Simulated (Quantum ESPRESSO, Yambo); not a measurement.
An input for Yambo 5.3.0 (SrTiO3 (Tausonite)):

```
HF_and_locXC
gw0
dyson
ppa
em1d
rim_cut
RandQpts= 1000000
RandGvec= 1 RL
EXXRLvcs= 76 Ry
VXCRLvcs= 304 Ry
Chimod= "HARTREE"
% BndsRnXp
 1 | 67 |
%
NGsBlkXp= 7 Ry
% LongDrXp
 1 | 1 | 1 |
%
% GbndRnge
 1 | 67 |
%
DysSolver= "n"
ExtendOut
PPAPntXp= 27.21138 eV
% QPkrange
 10 | 10 | 19 | 22 |
 1 | 1 | 19 | 22 |
%
```

```sh
OMP_NUM_THREADS=1 mpirun -n 8 yambo -F gw1.in -J gw1 -C gw1 > gw1.log
```

The stored states that it reads are on a 4×4×4 mesh. Symmetry: Pm-3m, No. 221, cubic system. The conventional cell has a = 3.905 Å, b = 3.905 Å, c = 3.905 Å, α = 90.00°, β = 90.00°, γ = 90.00°. Sr has 12 O at 2.76 Å nearest. Ti has 6 O at 1.95 Å nearest. Nearest to O lie 2 Ti at 1.95 Å and 4 Sr at 2.76 Å. Farther neighbours and most contacts between anions are not listed.

**Question.** How long will it take on 8 MPI ranks of Arm Neoverse V1, shared host, and how much memory?

It took 36 s; on shared hardware allow 18 s to 72 s. Peak host memory was 3.4 GiB.

The screening grows as filled bands × empty bands × pairs of k points, times the square of the screening basis for the matrix.

[Paths, hosts, dates, memory and timing lines, banners, echoed tables and standing remarks are left out of the program output.]

[Logs are printed without paths, hosts, clocks, repeated set-up lines and the standing remarks that a program may print on its own settings, such as how far it seeks lower states.]

[Runs of the session that timed out or met a known fault of the program may be left out.]

[Hosts, paths, dates, database ids (printed as entryN), source tags and the programs' standing remarks are cut or masked in the printed files.]
